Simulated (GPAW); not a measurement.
## 1T-SnO2 monolayer: simulated STM images

What would a tunnelling microscope show on 1T-SnO2 monolayer?

Method: GPAW, PAW setups; layer in a repeated cell with vacuum, relaxation of atoms and in-plane cell, in the first sound run; inputs show where later runs differ, in GPAW 26.7.0.

**1. Starting point**

The cell holds 3 atoms: 2 O and 1 Sn. Its edges and angles: a = 3.220 Å, b = 3.220 Å, c = 15.789 Å, α = 90.0°, β = 90.0°, γ = 120.0°. Vacuum lies along c.

**2. Relaxing the atoms**

The atoms are relaxed first, since the surface dipole, and with it the work function, follows the positions of the outer layers.

File run.py:

```python
import json
import numpy as np
from ase import Atoms
from ase.filters import FrechetCellFilter
from ase.optimize import BFGS
from gpaw import GPAW, PW

slab = Atoms(
    ['O', 'Sn', 'O'],
    positions=[
        [1.61000, 0.92953, 7.00000],
        [0.00000, 0.00000, 7.89443],
        [-0.00000, 1.85907, 8.78885]],
    cell=[[3.22, 0.0, 0.0], [-1.61, 2.7886, 0.0], [0.0, 0.0, 15.7889]],
    pbc=[True, True, True])

slab.calc = GPAW(mode=PW(600), xc='PBE', kpts={'size': (12, 12, 1), 'gamma': True},
                 occupations={'name': 'fermi-dirac', 'width': 0.05}, nbands='200%',
                 convergence={'density': 1e-05}, maxiter=200,
                 symmetry={'tolerance': 1e-3}, txt='slab.txt')
result = {}
# The in-plane cell is free; stress needs a cell that repeats along all three vectors
path = []
opt = BFGS(FrechetCellFilter(slab, mask=[1, 1, 0, 0, 0, 1]), maxstep=0.2)
opt.attach(lambda: path.append((slab.get_potential_energy(), slab.positions.tolist(), slab.get_forces().tolist())))
result['relaxed'] = bool(opt.run(fmax=0.02, steps=45))
result['path'] = path
result['cell'] = slab.cell.tolist()
print('in-plane lattice', slab.cell.cellpar().round(4)[[0, 1, 5]])
energy = slab.get_potential_energy()
fermi = slab.calc.get_fermi_level()
v = slab.calc.get_electrostatic_potential().mean((0, 1)) - fermi
n = slab.calc.get_pseudo_density().mean((0, 1))
L = slab.cell[2, 2]
z = np.arange(len(v)) * L / len(v)
low, high = slab.positions[:, 2].min(), slab.positions[:, 2].max()
below, above = np.interp([low - 4.8, high + 4.8], z, v)
slopes = [np.interp(x, z, np.gradient(v, z)) for x in (low - 4.8, high + 4.8)]
eps = np.array([[slab.calc.get_eigenvalues(k, s) for k in range(len(slab.calc.get_ibz_k_points()))]
                for s in range(slab.calc.get_number_of_spins())]) - fermi
top, bottom = eps[eps < 0].max(), eps[eps > 0].min()
dipole = slab.get_dipole_moment()[2]
print(f'energy {energy:.4f} eV, Fermi level {fermi:.4f} eV, dipole {dipole:.5f} e A')
print(f'potential 4.8 A off the faces, from the Fermi level: lower {below:.4f} eV, upper {above:.4f} eV')
print(f'slope of the potential there: lower {slopes[0]:.5f}, upper {slopes[1]:.5f} eV/A')
print(f'nearest levels on the mesh: {top:.4f} and {bottom:.4f} eV')
print('magnetic moment', round(slab.get_magnetic_moment(), 3))
result.update(energy=energy, fermi=fermi, dipole=dipole, below=below, above=above, slopes=slopes, edges=[top, bottom],
              z=z.tolist(), v=v.tolist(), n=n.tolist(), positions=slab.positions.tolist(),
              forces=slab.get_forces(apply_constraint=False).tolist(), moments=slab.get_magnetic_moments().tolist())
json.dump(result, open('result.json', 'w'))
```

Launch:

```console
$ OMP_NUM_THREADS=1 OPENBLAS_NUM_THREADS=1 python run.py
```

The program printed:

```text
Step          Energy          fmax
BFGS:    0      -18.618296        1.632812
BFGS:    1      -18.695784        1.204597
BFGS:    2      -18.791323        0.421748
BFGS:    3      -18.799221        0.480910
BFGS:    4      -18.801132        0.417660
BFGS:    5      -18.795593        0.229851
BFGS:    6      -18.788913        0.053124
BFGS:    7      -18.788802        0.005063
in-plane lattice [  3.1808   3.1808 120.    ]
energy -18.7888 eV, Fermi level -3.5699 eV, dipole -0.00038 e A
potential 4.8 A off the faces, from the Fermi level: lower 7.1701 eV, upper 7.1723 eV
slope of the potential there: lower -0.00129, upper 0.00022 eV/A
nearest levels on the mesh: -1.2890 and 1.5987 eV
magnetic moment 0.0
```

It took 3.6 min on 1 thread of Arm Neoverse V2, shared host; peak memory 0.34 GiB.

Numbers from this step:

```yaml
dipole_along_the_normal: -3.83e-4 e·Å
levels_nearest_the_fermi_level_on_the_mesh: -1.289, 1.599 eV from the Fermi level
```

The electrostatic potential energy of an electron (without an applied field's), less the Fermi level, planar mean by z:

```tsv
z (Å)	electrostatic potential energy of an electron (without an applied field's), less the Fermi level, planar mean (eV)
0	7.17
1	7.17
2	7.17
3	7.17
4	7.17
5	7.13
6	6.02
7	-10.5
8	-21.3
9	-8.64
10	6.65
11	7.16
12	7.17
13	7.17
14	7.17
15	7.17
```

The pseudo valence density, planar mean by z:

z (Å), pseudo valence density, planar mean (e/Å³) and a bar:
```
     0.00       0.00 
     0.53       0.00 
     1.05       0.00 
     1.58       0.00 
     2.11       0.00 
     2.63       0.00 
     3.16       0.00 
     3.68       0.00 
     4.39       0.00 
     4.91       0.00 
     5.44       0.01 
     5.96       0.07 ##
     6.49       0.49 ##########
     7.02       0.87 ##################
     7.54       1.03 #####################
     8.07       1.45 ##############################
     8.60       0.79 ################
     9.12       0.73 ###############
     9.65       0.14 ###
    10.18       0.02 
    10.70       0.00 
    11.23       0.00 
    11.93       0.00 
    12.46       0.00 
    12.98       0.00 
    13.51       0.00 
    14.03       0.00 
    14.56       0.00 
    15.09       0.00 
    15.61       0.00
```

The relaxation lowered the energy of the cell by 0.171 eV (energies extrapolated to zero smearing; the optimiser's log prints free energies). The largest force left on a free atom is 0.0051 eV/Å.

**3. The slab's potential**

The work function is the vacuum plateau of the electrostatic potential less the Fermi level; a dipole layer lets the two faces have plateaus of their own.

This step: GPAW, PAW setups; slab in vacuum (GPAW 26.7.0).

The cell differs from the one that the last finished run ended in (c 15.789 → 16.058 Å).

File run.py:

```python
import json
import numpy as np
from ase import Atoms
from ase.dft.stm import STM
from gpaw import GPAW, PW

slab = Atoms(
    ['O', 'Sn', 'O'],
    positions=[
        [1.59039, 0.91821, 7.00000],
        [-0.00000, 0.00000, 8.02877],
        [-0.00000, 1.83642, 9.05754]],
    cell=[[3.18077, -0.0, 0.0], [-1.59039, 2.75463, 0.0], [0.0, 0.0, 16.0575]],
    pbc=[True, True, False])

slab.calc = GPAW(mode=PW(500), xc='PBE', kpts={'size': (12, 12, 1), 'gamma': True},
                 occupations={'name': 'fermi-dirac', 'width': 0.05}, nbands='200%',
                 convergence={'density': 1e-05}, maxiter=200,
                 poissonsolver={'dipolelayer': 'xy'},
                 symmetry={'tolerance': 1e-3}, txt='slab.txt')
result = {}
energy = slab.get_potential_energy()
fermi = slab.calc.get_fermi_level()
v = slab.calc.get_electrostatic_potential().mean((0, 1)) - fermi
n = slab.calc.get_pseudo_density().mean((0, 1))
L = slab.cell[2, 2]
z = np.arange(len(v)) * L / len(v)
low, high = slab.positions[:, 2].min(), slab.positions[:, 2].max()
below, above = np.interp([low - 4.8, high + 4.8], z, v)
slopes = [np.interp(x, z, np.gradient(v, z)) for x in (low - 4.8, high + 4.8)]
eps = np.array([[slab.calc.get_eigenvalues(k, s) for k in range(len(slab.calc.get_ibz_k_points()))]
                for s in range(slab.calc.get_number_of_spins())]) - fermi
top, bottom = eps[eps < 0].max(), eps[eps > 0].min()
dipole = slab.get_dipole_moment()[2]
print(f'energy {energy:.4f} eV, Fermi level {fermi:.4f} eV, dipole {dipole:.5f} e A')
print(f'potential 4.8 A off the faces, from the Fermi level: lower {below:.4f} eV, upper {above:.4f} eV')
print(f'slope of the potential there: lower {slopes[0]:.5f}, upper {slopes[1]:.5f} eV/A')
print(f'nearest levels on the mesh: {top:.4f} and {bottom:.4f} eV')
print('magnetic moment', round(slab.get_magnetic_moment(), 3))
result.update(energy=energy, fermi=fermi, dipole=dipole, below=below, above=above, slopes=slopes, edges=[top, bottom],
              z=z.tolist(), v=v.tolist(), n=n.tolist(), positions=slab.positions.tolist(),
              forces=slab.get_forces(apply_constraint=False).tolist(), moments=slab.get_magnetic_moments().tolist())

# Images need the states of the whole zone, up to time reversal
slab.calc = slab.calc.fixed_density(symmetry={'point_group': False}, txt='states.txt', nbands='260%',
                                    convergence={'bands': 'CBM+0.8'})
stm = STM(slab)
result['stm'] = []
for bias in [-0.5, 0.5]:
    height = high + 4.0
    current = stm.get_averaged_current(bias, height)
    x, y, h = stm.scan(bias, current)
    i, f = divmod(height / L * stm.ldos.shape[2], 1)
    I = abs((1 - f) * stm.ldos[:, :, int(i)] + f * stm.ldos[:, :, int(i) + 1])
    print(f'bias {bias} V: mean current at 4.0 A {current:.4e}, corrugation {np.ptp(h):.4f} A')
    result['stm'].append(dict(bias=bias, current=current, h=(h - high).tolist(), I=I.tolist()))
json.dump(result, open('result.json', 'w'))
```

The program printed:

```text
energy -18.0821 eV, Fermi level -3.7869 eV, dipole 0.00030 e A
potential 4.8 A off the faces, from the Fermi level: lower 7.3341 eV, upper 7.3268 eV
slope of the potential there: lower -0.00116, upper 0.00116 eV/A
nearest levels on the mesh: -1.1198 and 1.7454 eV
magnetic moment 0.0
bias -0.5 V: mean current at 4.0 A 0.0000e+00, corrugation 0.0000 A
bias 0.5 V: mean current at 4.0 A 0.0000e+00, corrugation 0.0000 A
```

It took 1.8 min on 1 thread; peak memory 0.43 GiB.

This step gave:

```yaml
dipole_along_the_normal: 3.01e-4 e·Å
levels_nearest_the_fermi_level_on_the_mesh: -1.120, 1.745 eV from the Fermi level
upper_work_function: 7.327 eV
lower_work_function: 7.334 eV
upper_ionisation_energy: 8.447 eV
```

Table of electrostatic potential energy of an electron (without an applied field's), less the Fermi level, planar mean by z:

```tsv
z (Å)	electrostatic potential energy of an electron (without an applied field's), less the Fermi level, planar mean (eV)
0.0	7.33
0.5	7.33
1.0	7.33
1.5	7.33
2.0	7.33
2.5	7.33
3.0	7.33
3.5	7.33
4.0	7.33
4.5	7.33
5.0	7.31
5.5	7.21
6.0	6.63
6.5	2.98
7.0	-9.95
7.5	-11.5
8.0	-21.7
8.5	-12.6
9.0	-10.4
9.5	1.87
10.0	6.46
10.5	7.18
11.0	7.30
11.5	7.32
12.0	7.32
12.5	7.33
13.0	7.33
13.5	7.33
14.0	7.33
14.5	7.33
15.0	7.33
15.5	7.33
```

The pseudo valence density, planar mean by z:

```tsv
z (Å)	pseudo valence density, planar mean (e/Å³)
0.00	0
0.38	0
0.76	0
1.34	0
1.72	0
2.10	0
2.49	0
3.06	3.1e-6
3.44	9.0e-6
3.82	2.6e-5
4.21	8.8e-5
4.78	6.3e-4
5.16	0.00242
5.54	0.00950
5.93	0.0384
6.50	0.330
6.88	0.813
7.26	0.823
7.65	0.969
8.22	1.42
8.60	0.776
8.98	0.890
9.37	0.584
9.94	0.0799
10.32	0.0189
10.71	0.00469
11.09	0.00125
11.66	1.8e-4
12.04	5.1e-5
12.43	1.4e-5
12.81	4.7e-6
13.38	0
13.76	0
14.15	0
14.53	0
15.10	0
15.48	0
15.87	0
```

Force by atom:

```tsv
atom	x (eV/Å)	y (eV/Å)	z (eV/Å)	size
O1	0.0000	0.0000	0.0940	0.0940
Sn2	0.0000	0.0000	0.0000	0.0000
O3	0.0000	0.0000	-0.0940	0.0940
```

The layer is gapped, so the Fermi level lies somewhere inside the gap, set by smearing and numerics, and these work functions are no property of the material; the band edges below the vacuum level are. The potential is flat to 0.001 eV/Å where it is read, so the vacuum is wide enough. At -0.5 and 0.5 V the search found no usable constant-current contour near the set height, since the window lies inside the gap and carries no current, so the printed corrugation is no image; it is left out.

**4. What came out**

- work function, upper and lower face (Fermi level placed in the gap by the smearing): 7.327 and 7.334 eV
- ionisation energy from the upper face (highest filled level on the mesh): 8.45 eV
- electron affinity from the upper face (lowest empty Kohn-Sham level on the mesh): 5.58 eV
- dipole along the normal: 3.0e-4 e Å

In words: With plane waves and PBE the ionisation energy from the upper face is 8.45 eV and the Kohn-Sham electron affinity 5.58 eV. The levels nearest the Fermi level on the mesh lie 2.87 eV apart, so the slab is gapped there: the smearing puts the Fermi level inside the gap, and from either face the ionisation energy is the work function plus 1.1 eV. Both are Kohn-Sham levels on the mesh, and semilocal gaps are too small, so the affinity tends to come out too large and the ionisation energy too small. The small printed dipole stands for a step of -6.2 meV from the lower to the upper face, and the probes find -7.4 meV; values this small are near the numerical noise of both. The layer's cell and atoms come from the relaxation; spin-orbit coupling and temperature are left out.

[Logs are printed without paths, hosts, clocks, repeated set-up lines and the standing remarks that a program may print on its own settings, such as how far it seeks lower states.]

[Hosts, paths, dates, database ids (printed as entryN), source tags and the programs' standing remarks are cut or masked in the printed files.]
